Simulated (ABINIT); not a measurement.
# GaAs (F-43m): one start, several treatments of the self-energy, part 2 of 2

How much does the gap of GaAs (F-43m) depend on the approximation to the self-energy?

ABINIT 10.8.3; PBE and many-body steps on it, plane waves. Known limits of the many-body steps: not at the basis limit; exchange with frozen shells missing; screening runs away on this mesh; no spin-orbit coupling; coarse k mesh.

So far. Step 5 (G0W0, Hybertsen-Louie plasmon pole): Against G0W0 in ABINIT (4×4×4 mesh, 148 bands, screening to 190.5 eV, Godby-Needs plasmon pole), the gap moves by −0.137 eV. Step 6 (G0W0, von der Linden-Horsch plasmon pole): Against G0W0 in ABINIT (4×4×4 mesh, 148 bands, screening to 190.5 eV, Godby-Needs plasmon pole), the gap moves by −0.051 eV.

## Step 7: G0W0, Engel-Farid plasmon pole

Level of this step: G0W0 on PBE, plane waves, norm-conserving pseudopotentials (ABINIT).

File run.abi:

```
acell 3*1.0 Angstrom
rprim 
  0.000000000000 2.826850000000 2.826850000000
  2.826850000000 0.000000000000 2.826850000000
  2.826850000000 2.826850000000 -0.000000000000
ntypat 2
znucl 31 33
natom 2
typat 1 2
xred 
  0.000000000000 0.000000000000 0.000000000000
  0.250000000000 0.250000000000 0.250000000000
pp_dirpath "pseudos"
pseudos "Ga.upf, As.upf"
ecut 38
ngkpt 4 4 4
nshiftk 1
shiftk 0 0 0
kptopt 1
chksymbreak 0
istwfk *1
occopt 1
irdwfk 1
optdriver 4
nband 148
gwcalctyp 0
ecutsigx 38
symsigma 1
nkptgw 1
kptgw 
  0.0000000000 0.0000000000 0.0000000000
bdgw 
  12 18
ecuteps 7
irdscr 1
ppmodel 4
indata_prefix "in"
outdata_prefix "out"
tmpdata_prefix "tmp"
```

Started as:

```bash
OMP_NUM_THREADS=1 mpirun -n 4 abinit run.abi > log
```

The log of the run:

```text
.Version 10.8.3 of ABINIT. v10.8.2 released Aug 2026.

 Symmetries : space group F-4 3 m (#216); Bravais cF (face-center cubic)
[... echo of the input left out ...]
== DATASET  1 ==================================================================
-   mpi_nproc: 4, omp_nthreads: 1 (-1 if OMP is not activated)

--- !DatasetInfo
iteration_state: {dtset: 1, }
dimensions: {natom: 2, nkpt: 8, mband: 148, nsppol: 1, nspinor: 1, nspden: 1, mpw: 3479, }
cutoff_energies: {ecut:  38.0, pawecutdg:  -1.0, }
[...]
16   7.763 -10.841  -6.854  -4.355   0.804  -0.244 -11.137  -0.296   7.467
       17   7.763 -10.841  -6.854  -4.355   0.804  -0.244 -11.137  -0.296   7.467
       18   7.763 -10.841  -6.854  -4.355   0.804  -0.244 -11.137  -0.296   7.467

== END DATASET(S) ==============================================================
================================================================================

 -outvars: echo values of variables after computation  --------
           etotal      0.0000000000E+00
            nband         148
             nkpt           8
          spgroup         216
 [... the other variables as echoed above ...]

 Calculation completed.
```

It took 6.3 s on 4 MPI ranks of Intel Xeon Platinum 8559C (Emerald Rapids), shared host; peak memory 0.99 GiB; 24 s of CPU time.

This step gave:

```yaml
g0w0_gap_on_the_points_computed: 0.883 eV
starting_gap_on_the_mesh: 0.5137 eV
k_of_the_valence_top: 0, 0, 0
k_of_the_conduction_bottom: 0, 0, 0
least_direct_g0w0_gap_on_the_computed_points: 0.883 eV
```

Against G0W0 in ABINIT (4×4×4 mesh, 148 bands, screening to 190.5 eV, Godby-Needs plasmon pole), the gap moves by −0.213 eV.

## Step 8: One-shot Hartree-Fock

This step: one-shot Hartree-Fock on PBE, plane waves, norm-conserving pseudopotentials.

Changes to run.abi since step 7:

```diff
@@ -24,4 +24,4 @@
 optdriver 4
-nband 148
-gwcalctyp 0
+nband 18
+gwcalctyp 5
 ecutsigx 38
@@ -33,5 +33,4 @@
   12 18
-ecuteps 7
-irdscr 1
-ppmodel 4
+ixc_sigma 40
+fftgw 31
 indata_prefix "in"
```

The log of the run:

```text
.Version 10.8.3 of ABINIT. v10.8.2 released Aug 2026.

 Symmetries : space group F-4 3 m (#216); Bravais cF (face-center cubic)
[... echo of the input left out ...]
== DATASET  1 ==================================================================
-   mpi_nproc: 4, omp_nthreads: 1 (-1 if OMP is not activated)

--- !DatasetInfo
iteration_state: {dtset: 1, }
dimensions: {natom: 2, nkpt: 8, mband: 18, nsppol: 1, nspinor: 1, nspden: 1, mpw: 3479, }
cutoff_energies: {ecut:  38.0, pawecutdg:  -1.0, }
[...]
16   7.763 -10.841  -6.854   0.000   1.000   0.000  -6.854   3.987  11.750
       17   7.763 -10.841  -6.854   0.000   1.000   0.000  -6.854   3.987  11.750
       18   7.763 -10.841  -6.854   0.000   1.000   0.000  -6.854   3.987  11.750

== END DATASET(S) ==============================================================
================================================================================

 -outvars: echo values of variables after computation  --------
           etotal      0.0000000000E+00
            nband          18
             nkpt           8
          spgroup         216
 [... the other variables as echoed above ...]

 Calculation completed.
```

The job ended after 3.1 s (4 MPI ranks; peak memory 0.46 GiB; 11 s of CPU time).

Numbers from this step:

* quasiparticle gap on the points computed: 6.526 eV
* starting gap on the mesh: 0.5137 eV
* k of the valence top: 0, 0, 0
* k of the conduction bottom: 0, 0, 0
* least direct quasiparticle gap on the computed points: 6.526 eV

Against G0W0 in ABINIT (4×4×4 mesh, 148 bands, screening to 190.5 eV, Godby-Needs plasmon pole), the gap moves by +5.430 eV.

## Step 9: The runs together

Times are wall times on 4 MPI ranks of Intel Xeon Platinum 8559C (Emerald Rapids), shared host, good to a factor of about two. A run's time includes the screening step that it read.

| run | mesh | bands | screening cutoff (eV) | DFT gap (eV) | gap on the mesh (eV) | direct (eV) | ε∞ used | time |
| --- | --- | --- | --- | --- | --- | --- | --- | --- |
| G0W0, Godby-Needs plasmon pole | 4×4×4 | 148 | 190.5 | 0.514 | 1.096 | 1.096 | 139.23 | 57 s |
| G0W0, Hybertsen-Louie plasmon pole | 4×4×4 | 148 | 190.5 | 0.514 | 0.959 | 0.959 | 139.23 | 57 s |
| G0W0, von der Linden-Horsch plasmon pole | 4×4×4 | 148 | 190.5 | 0.514 | 1.045 | 1.045 | 139.23 | 53 s |
| G0W0, Engel-Farid plasmon pole | 4×4×4 | 148 | 190.5 | 0.514 | 0.883 | 0.883 | 139.23 | 53 s |
| one-shot Hartree-Fock | 4×4×4 | - | - | 0.514 | 6.526 | 6.526 | - | 3.1 s |

## Step 10: Summary of results

```yaml
g0w0_godby_needs_plasmon_pole: 1.096 eV
g0w0_hybertsen_louie_plasmon_pole: 0.959 eV
g0w0_von_der_linden_horsch_plasmon_pole: 1.045 eV
g0w0_engel_farid_plasmon_pole: 0.883 eV
one_shot_hartree_fock: 6.526 eV
known_limits: not at the basis limit; exchange with frozen shells missing; screening runs away on this mesh; no spin-orbit coupling; coarse k mesh
```

What this shows: G0W0, Hybertsen-Louie plasmon pole: −0.137 eV against G0W0, Godby-Needs plasmon pole. G0W0, von der Linden-Horsch plasmon pole: −0.051 eV against G0W0, Godby-Needs plasmon pole. G0W0, Engel-Farid plasmon pole: −0.213 eV against G0W0, Godby-Needs plasmon pole. One-shot Hartree-Fock: +5.430 eV against G0W0, Godby-Needs plasmon pole. Bare exchange alone opens the gap to 6.53 eV; against G0W0, correlation takes back 5.43 eV. Bands and cutoff are finite, so the gap is not at the basis limit. The miss can reach some tenths of an eV and take either sign; the mesh is an error of its own. In the first G0W0 run levels were corrected at 1 k point alone, so a gap called «on the mesh» is the least over those, and an edge elsewhere would be missed. The 4×4×4 mesh is coarse for this cell, which bears on the long-range parts of exchange and screening. The norm-conserving file of at least one element keeps a d shell over frozen s and p shells of the same row. Exchange with those shells is missing from the self-energy, an error of 0.3 to 0.9 eV in cases checked, whose sign depends on which edge lies on those atoms. For the PBE start: On this mesh the RPA ε∞ passes 90, more than nearly any semiconductor shows; a coarse mesh does this where one point with a narrow direct gap carries much weight. The screening is then too strong, and the G0W0 gap should not be taken as the material's. The many-body steps are scalar-relativistic: spin-orbit coupling is not in them.

[Paths, hosts, dates, memory and timing lines, banners, echoed tables and standing remarks are left out of the program output.]

[Logs are printed without paths, hosts, clocks, repeated set-up lines and the standing remarks that a program may print on its own settings, such as how far it seeks lower states.]

[Runs of the session that timed out or met a known fault of the program may be left out.]

[No measured gap is set beside runs whose start may be inverted or whose files or cutoffs have a known fault.]

[Hosts, paths, dates, database ids (printed as entryN), source tags and the programs' standing remarks are cut or masked in the printed files.]

[G0W0 gaps are taken among the corrected bands and points alone; a level outside them can change the order at an edge.]

[Where Ansatz stands beside ABINIT at settings called matched, ABINIT's density can come from a denser mesh and the files from another edition; pairs whose starting gaps differed by over 0.03 eV were left out, so agreement reads better than it is.]
